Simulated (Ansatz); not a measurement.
# One crystal, many levels of theory: BaTlI3 (cubic perovskite) (Pm-3m), part 2 of 2

Wanted: a ladder of band gaps for BaTlI3 (cubic perovskite) (Pm-3m), from density functionals to G0W0.

Ansatz 0.2.0; density functionals, hybrids and G0W0, plane waves, PAW. Known limits of the many-body steps: finite bands, screening cutoff and k mesh; no spin-orbit coupling in G0W0; d shells not analysed; screening cutoff under 40 eV in some runs.

So far. Step 6 (HSE06 on the 2×2×2 mesh): Over mesh and listed points the gap is 3.349 eV, from k = (0.500, 0.500, 0.500) to k = (0.000, 0.500, 0.000). The least direct gap found is 3.626 eV, at k = (0.000, 0.500, 0.000). HSE06 against PBEsol: 3.349 − 2.422 = +0.927 eV. The runs also differ in mesh (4×4×4 and 2×2×2), so how much of this comes from the functional alone is not known.

The structure was built from a prototype and need not be the compound's stable phase.

In doubt: masses and optical values from hybrid runs of this build are listed as unsure (step 9), which bears on the screening that GW takes from such a start.

**8. G0W0@PBEsol, 2×2×2 mesh, 847 empty bands, screening to 120 eV**

G0W0 replaces the xc potential by a self-energy built once from the orbitals of the start. Levels are corrected in the window of bands that the input names, at points of the mesh.

This step: G0W0 on PBEsol, plane waves, PAW.

input.yaml

```yaml
crystal:
  lattice:
    - [6.5717449587, 0.0, 0.0]
    - [0.0, 6.5717449587, 0.0]
    - [0.0, 0.0, 6.5717449587]
  atoms:
    - { symbol: Tl, position: [0.0, 0.0, 0.0] }
    - { symbol: Ba, position: [0.5, 0.5, 0.5] }
    - { symbol: I, position: [0.5, 0.5, 0.0] }
    - { symbol: I, position: [0.5, 0.0, 0.5] }
    - { symbol: I, position: [0.0, 0.5, 0.5] }
kpoints:
  mp_grid: { grid: [2, 2, 2] }
hamiltonian:
  xc: pbesol
scf:
  occupations: { method: fixed }
gw:
  n_empty_bands: 847
  ecut_chi: 120.0
  qp_bands: [v2, c2]
  qp_kpoints: band_edges
  screening: { model: contour_deformation }
```

On the command line:

```
> ansatz run input.yaml --threads 4 --pin off --max-ram 17510MiB --backend cpu --events-out ev --progress --plain --runs-dir out
```

Numbers of over 12 decimals in the logs are rounded to 6 here.

Log:

```text
[...]
Crystal: 5 atoms, lattice volume = 283.819 Å³
Basis set: ecut = 420 eV, 5497 PW (Γ)
Bands: 45, of which v1, the nominal top of the filled ones, is band 37 counted from 1 (36 counted from 0)
Symmetry: 48 space group operations
[...]
k-points: 4 of 8
[...]
1    39      5.3098    -5.2606    -3.2683    -9.1753  0.7743     5.9702     5.9562  root
[...]
3    36      2.2774   -17.1958     1.8143   -14.2342  0.7504     1.0882     1.1301  root
     3    37      2.2774   -17.1958     1.8143   -14.2342  0.7504     1.0882     1.1301  root
     3    38      5.5453    -5.7356    -3.3809    -9.7851  0.7651     6.2309     6.2139  root
     3    39      5.5453    -5.7356    -3.3809    -9.7851  0.7651     6.2309     6.2139  root
[key lines of the parts left out:]
SCF converged after 7 iterations
Free energy (F): -39460.257271 eV
Fermi energy:    2.277357 eV
```

Elapsed: 2.3 min, on 4 threads of Arm Neoverse V2, shared host; peak memory 5.6 GiB.

Numbers from this step:

```yaml
bands_summed: 884
rpa_eps_infinity_on_this_mesh_eigenvalues: 3.708, 3.708, 3.708
plane_waves_in_the_screening_matrix: 847
g0w0_gap_over_the_corrected_points: 4.104 eV
k_of_the_valence_top: -0.5, -0.5, -0.5
k_of_the_conduction_bottom: 0, 0, -0.5
starting_gap_on_the_mesh: 2.414 eV
z_at_the_valence_top: 0.7504
z_at_the_conduction_bottom: 0.7940
least_direct_g0w0_gap_over_the_corrected_points: 4.362 eV
```

Over all 4 irreducible mesh points the G0W0 gap is 4.104 eV, from k = (-0.500, -0.500, -0.500) to k = (0.000, 0.000, -0.500). The PBEsol gap of this run on the mesh is 2.414 eV. The two states that bound the G0W0 gap lie that far apart at the start, so the correction of the gap is 4.104 − 2.414 = +1.690 eV.

**9. G0W0@HSE06, 2×2×2 mesh, 847 empty bands, screening to 120 eV**

This step: G0W0 on HSE06, plane waves, PAW.

Edit input.yaml of step 8 so:

```diff
@@ -14,3 +14,3 @@
 hamiltonian:
-  xc: pbesol
+  xc: hse06
 scf:
```

Log:

```text
[...]
Crystal: 5 atoms, lattice volume = 283.819 Å³
Basis set: ecut = 420 eV, 5497 PW (Γ)
Bands: 45, of which v1, the nominal top of the filled ones, is band 37 counted from 1 (36 counted from 0)
Symmetry: 48 space group operations
[...]
k-points: 4 of 8
[...]
SCF iter   1: F=—  HF=-39938.082229 eV  |F-HF|=—  |Δ(HF+E_count)|=         —  Δρ=1.08e-3  dr2=1.11e-2  ethr=1.77e-3  ⟨swp⟩=14.8  Hψ=843  notcnv=0
[...]
1    38      5.0753    -4.2203    -2.7955    -7.4365  0.8328     5.4987     5.4960  root
     1    39      5.7225    -4.9296    -2.9290    -8.3880  0.8201     6.2573     6.2519  root
[...]
3    36      1.7263   -17.2113     1.4828   -14.8306  0.7920     0.8138     0.8285  root
     3    37      1.7263   -17.2113     1.4828   -14.8306  0.7920     0.8138     0.8285  root
     3    38      5.9790    -5.3970    -3.0158    -8.9630  0.8138     6.5355     6.5292  root
     3    39      5.9790    -5.3970    -3.0158    -8.9630  0.8138     6.5355     6.5292  root
[key lines of the parts left out:]
Free energy (F): -39960.904894 eV
Fermi energy:    1.726294 eV
```

It took 10 min on 4 threads; peak memory 4 GiB.

Numbers from this step:

```
bands summed                                    : 884
RPA ε∞ on this mesh (eigenvalues)               : 2.976, 2.976, 2.976
plane waves in the screening matrix             : 847
G0W0 gap over the corrected points              : 4.668 eV
k of the valence top                            : -0.5, -0.5, -0.5
k of the conduction bottom                      : 0, 0, -0.5
starting gap on the mesh                        : 3.349 eV
Z at the valence top                            : 0.7920
Z at the conduction bottom                      : 0.8328
least direct G0W0 gap over the corrected points : 4.940 eV
```

Over all 4 irreducible mesh points the G0W0 gap is 4.668 eV, from k = (-0.500, -0.500, -0.500) to k = (0.000, 0.000, -0.500). The HSE06 gap of this run on the mesh is 3.349 eV. The two states that bound the G0W0 gap lie that far apart at the start, so the correction of the gap is 4.668 − 3.349 = +1.319 eV. G0W0@HSE06 against G0W0@PBEsol with 884 bands: 4.668 − 4.104 = +0.564 eV, with the same mesh, files and cutoffs, and both edges at the same k points.

**10. G0W0@r2SCAN, 2×2×2 mesh, 847 empty bands, screening to 120 eV**

This step: G0W0 on r2SCAN, plane waves, PAW.

Edit input.yaml of step 9 so:

```diff
@@ -14,3 +14,3 @@
 hamiltonian:
-  xc: hse06
+  xc: r2scan
 scf:
```

Log:

```text
[...]
Crystal: 5 atoms, lattice volume = 283.819 Å³
Basis set: ecut = 500 eV, 7123 PW (Γ), exchange–correlation on 192×192×192 points (64 copies of the dense FFT grid, shifted against one another)
Bands: 45, of which v1, the nominal top of the filled ones, is band 37 counted from 1 (36 counted from 0)
Symmetry: 48 space group operations
[...]
k-points: 4 of 8
[...]
1    39      5.5143    -5.1732    -3.0854    -8.9402  0.7989     6.2081     6.1960  root
[...]
3    36      2.0563   -17.1852     1.6580   -14.4269  0.7737     0.9263     0.9561  root
     3    37      2.0563   -17.1852     1.6580   -14.4269  0.7737     0.9263     0.9561  root
     3    38      5.7495    -5.6375    -3.1834    -9.5279  0.7914     6.4710     6.4565  root
     3    39      5.7495    -5.6375    -3.1834    -9.5279  0.7914     6.4710     6.4565  root
[key lines of the parts left out:]
SCF converged after 7 iterations
Free energy (F): -40013.538046 eV
Fermi energy:    2.056297 eV
```

Elapsed: 2.8 min, on 4 threads; peak memory 7.1 GiB.

This step gave:

* bands summed: 884
* RPA ε∞ on this mesh (eigenvalues): 3.204, 3.204, 3.204
* plane waves in the screening matrix: 847
* G0W0 gap over the corrected points: 4.505 eV
* k of the valence top: -0.5, -0.5, -0.5
* k of the conduction bottom: 0, 0, -0.5
* starting gap on the mesh: 2.853 eV
* Z at the valence top: 0.7737
* Z at the conduction bottom: 0.8147
* least direct G0W0 gap over the corrected points: 4.778 eV

Over all 4 irreducible mesh points the G0W0 gap is 4.505 eV, from k = (-0.500, -0.500, -0.500) to k = (0.000, 0.000, -0.500). The r2SCAN gap of this run on the mesh is 2.853 eV. The two states that bound the G0W0 gap lie that far apart at the start, so the correction of the gap is 4.505 − 2.853 = +1.652 eV. G0W0@r2SCAN against G0W0@HSE06 with 884 bands: 4.505 − 4.668 = −0.163 eV. The runs also differ in plane-wave cutoff (420 eV and 500 eV), so how much of this comes from the start alone is not known.

**11. Gap and time by level**

Each gap is the least one over the points named; times are wall times on shared hosts, not benchmarks. A G0W0 time includes the run's own self-consistent start. Runs with listed points see these and the mesh alone, so an edge that moves elsewhere is missed. Rows marked * are further runs, not shown as steps, whose inputs differ from the G0W0 step on the same start in the columns given; solver thresholds can differ too. Symmetry makes (0.500, 0.500, 0.500) and (-0.500, -0.500, -0.500) one point. Symmetry makes (0.000, 0.500, 0.000) and (0.000, 0.000, -0.500) one point.

```csv
level,mesh,"files, cutoff","bands summed, screening",points,gap (eV),valence top,conduction bottom,least direct gap (eV),time
LDA,4×4×4,"soft_2 PAW, 420 eV",-,mesh and listed points,2.246,"(0.500, 0.500, 0.500)","(0.000, 0.500, 0.000)",2.495,2.6 s
PBEsol,4×4×4,"soft_2 PAW, 420 eV",-,mesh and path,2.422,"(0.500, 0.500, 0.500)","(0.000, 0.500, 0.000)",2.665,5.9 s
PBEsol+SOC,4×4×4,"soft_2 PAW, 420 eV",-,mesh and listed points,1.684,"(0.500, 0.500, 0.500)","(0.000, 0.500, 0.000)",1.788,27 s
r2SCAN,4×4×4,"soft_2 PAW, 500 eV",-,mesh and listed points,2.859,"(0.500, 0.500, 0.500)","(0.000, 0.500, 0.000)",3.101,4.9 s
HSE06,2×2×2,"soft_2 PAW, 420 eV",-,mesh and listed points,3.349,"(0.500, 0.500, 0.500)","(0.000, 0.500, 0.000)",3.626,29 s
PBE0,2×2×2,"soft_2 PAW, 420 eV",-,mesh and listed points,4.057,"(0.500, 0.500, 0.500)","(0.000, 0.500, 0.000)",4.339,29 s
G0W0@PBEsol*,2×2×2,"soft_2 PAW, 420 eV","176, 36 eV",all 4 irreducible mesh points,3.815,"(-0.500, -0.500, -0.500)","(0.000, 0.000, -0.500)",4.060,8 s
G0W0@PBEsol*,2×2×2,"soft_2 PAW, 420 eV","430, 72 eV",all 4 irreducible mesh points,3.971,"(-0.500, -0.500, -0.500)","(0.000, 0.000, -0.500)",4.223,31 s
G0W0@PBEsol,2×2×2,"soft_2 PAW, 420 eV","884, 120 eV",all 4 irreducible mesh points,4.104,"(-0.500, -0.500, -0.500)","(0.000, 0.000, -0.500)",4.362,2.3 min
G0W0@HSE06,2×2×2,"soft_2 PAW, 420 eV","884, 120 eV",all 4 irreducible mesh points,4.668,"(-0.500, -0.500, -0.500)","(0.000, 0.000, -0.500)",4.940,10 min
G0W0@r2SCAN,2×2×2,"soft_2 PAW, 500 eV","884, 120 eV",all 4 irreducible mesh points,4.505,"(-0.500, -0.500, -0.500)","(0.000, 0.000, -0.500)",4.778,2.8 min
```

**12. Outcome**

| Quantity | Value |
| --- | --- |
| LDA, over mesh and listed points | 2.246 eV |
| PBEsol, over mesh and path | 2.422 eV |
| PBEsol+SOC, over mesh and listed points | 1.684 eV |
| r2SCAN, over mesh and listed points | 2.859 eV |
| HSE06, over mesh and listed points | 3.349 eV |
| PBE0, over mesh and listed points | 4.057 eV |
| G0W0@PBEsol (884 bands, 2×2×2), over all 4 irreducible mesh points | 4.104 eV |
| G0W0@HSE06, over all 4 irreducible mesh points | 4.668 eV |
| G0W0@r2SCAN, over all 4 irreducible mesh points | 4.505 eV |
| known limits | finite bands, screening cutoff and k mesh; no spin-orbit coupling in G0W0; d shells not analysed; screening cutoff under 40 eV in some runs |

**Reading.** The rows run from 1.684 eV (PBEsol+SOC) to 4.668 eV (G0W0@HSE06). They differ in mesh, plane-wave cutoff, bands and screening cutoff of G0W0 and the points over which the gap was sought as well as in level, so only pairs that share these are like for like. PBEsol against LDA: 2.422 − 2.246 = +0.176 eV, with the same mesh, files and cutoff, and both edges at the same k points. PBEsol+SOC against PBEsol: 1.684 − 2.422 = −0.738 eV, with the same mesh, set of files (read in its fully relativistic form for the spin-orbit run) and cutoff, and both edges at the same k points. The spin-orbit run sees mesh and listed points alone, so its gap is an upper bound: the coupling can move an edge off these points, and the change over the zone, its sign included where it is small, is not known. PBE0 against HSE06: 4.057 − 3.349 = +0.708 eV, with the same mesh, files and cutoff, and both edges at the same k points. G0W0@HSE06 against G0W0@PBEsol with 884 bands: 4.668 − 4.104 = +0.564 eV, with the same mesh, files and cutoffs, and both edges at the same k points. G0W0@PBEsol (884 bands, 2×2×2) moves the gap of its own start on the mesh by 4.104 − 2.414 = +1.690 eV, between the same two levels. Both edges that PBEsol shows over mesh and path lie at k points where levels were corrected. Levels at other points were not corrected, so a lower G0W0 gap elsewhere in the zone is not ruled out. G0W0@HSE06 moves the gap of its own start on the mesh by 4.668 − 3.349 = +1.319 eV, between the same two levels. Both edges that HSE06 shows over mesh and listed points lie at k points where levels were corrected. Levels at other points were not corrected, so a lower G0W0 gap elsewhere in the zone is not ruled out. G0W0@r2SCAN moves the gap of its own start on the mesh by 4.505 − 2.853 = +1.652 eV, between the same two levels. Both edges that r2SCAN shows over mesh and listed points lie at k points where levels were corrected. Levels at other points were not corrected, so a lower G0W0 gap elsewhere in the zone is not ruled out. What spin-orbit coupling does to the G0W0 levels was not computed, so no sum with the G0W0 gap is formed. For G0W0@PBEsol: from 176 bands and 36 eV to 884 bands and 120 eV the gap moves by 4.104 − 3.815 = +0.289 eV (rung by rung 3.815, 3.971, 4.104 eV); bands and screening cutoff rise together, so their parts are not told apart. A line in one over the bands through the two highest rungs gives 4.104 + (4.104 − 3.971) × 430 / (884 − 430) = 4.230 eV, and through the pair below 3.971 + (3.971 − 3.815) × 176 / (430 − 176) = 4.079 eV. The two differ by 0.151 eV, not under the 0.030 eV asked, so the law does not hold well over these rungs and the limit is not known. The other G0W0 rows are shown at one basis each (884 bands), so their distance from the limit is not known here. The G0W0 runs are scalar-relativistic. One-shot GW is known to converge slowly in bands for compounds with shallow d shells. The cell holds Tl; the filling of the d shell and its place against the gap were not analysed here. This is the ideal cubic cell; tilts or off-centring, which many perovskites show locally, are not in it. No pair of G0W0 runs that differ in the mesh alone is shown (2×2×2 is a supercell whose nearest images lie 13 Å apart), so the error from the mesh is not known here. G0W0@PBEsol runs of this series with other atomic data on the same mesh, not shown as steps, give 4.161 eV (hard PAW, 520 eV, 1296 bands, screening to 156 eV); where bands and cutoffs differ too, the part of the files is not isolated. A screening cutoff under 40 eV is crude: G0W0@PBEsol with 176 bands at 36 eV.

[Paths, hosts, dates, memory and timing lines, banners, echoed tables and standing remarks are left out of the program output.]

[Logs are printed without paths, hosts, clocks, repeated set-up lines and the standing remarks that a program may print on its own settings, such as how far it seeks lower states.]

[Runs of the session that timed out or met a known fault of the program may be left out.]

[Cells called generated may have been cut or substituted from an entry of the Crystallography Open Database or the Materials Project.]

[Hosts, paths, dates, database ids (printed as entryN), source tags and the programs' standing remarks are cut or masked in the printed files.]

[Where an RPA ε∞ is given, it is that of the G0W0 mesh and is not shown converged in it. Names of k-points follow the symmetry that the program found, which can be lower than the space group named. Band edges on a path are those of the sampled points; other points can move an edge, and change direct to indirect where valleys lie close.]

[Hybrid gaps are those of their k-mesh and are not shown converged in it.]
